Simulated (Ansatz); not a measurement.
Rows from a G0W0 calculation on SrTiO3 (Tausonite) (Ansatz 0.2.0; G0W0 on PBE with a share 0.35 of exact exchange, plane waves, PAW; PAW set soft_1; 4×4×4 mesh, 248 empty bands, screening to 150 eV, PAW set soft_1 files), in eV. Spin-orbit coupling is left out.

```tsv
row	k	band	start	Σx	Σc at the solution	Vxc
A	(-0.500, -0.500, -0.500)	v1	7.949	-26.173	3.890	-23.157
B	Γ	v1	7.587	-26.451	3.727	-23.562
C	Γ	c1	12.983	-11.741	-5.662	-17.445
D	(-0.500, -0.500, -0.500)	c1	16.081	-13.819	-6.750	-20.556
```

Question: Give the quasiparticle energies and the shift of each level.

The quasiparticle equation reads E = start + Σx + Σc(E) − Vxc.

```tsv
row	E (eV)	shift (eV)
A	8.823	+0.874
B	8.425	+0.838
C	13.024	+0.041
D	16.067	−0.013
```

Limits: not at the basis limit; no spin-orbit coupling; coarse k mesh.

[Paths, hosts, dates, memory and timing lines, banners, echoed tables and standing remarks are left out of the program output.]

[Logs are printed without paths, hosts, clocks, repeated set-up lines and the standing remarks that a program may print on its own settings, such as how far it seeks lower states.]

[Runs of the session that timed out or met a known fault of the program may be left out.]

[Cells called generated may have been cut or substituted from an entry of the Crystallography Open Database or the Materials Project.]

[Hosts, paths, dates, database ids (printed as entryN), source tags and the programs' standing remarks are cut or masked in the printed files.]
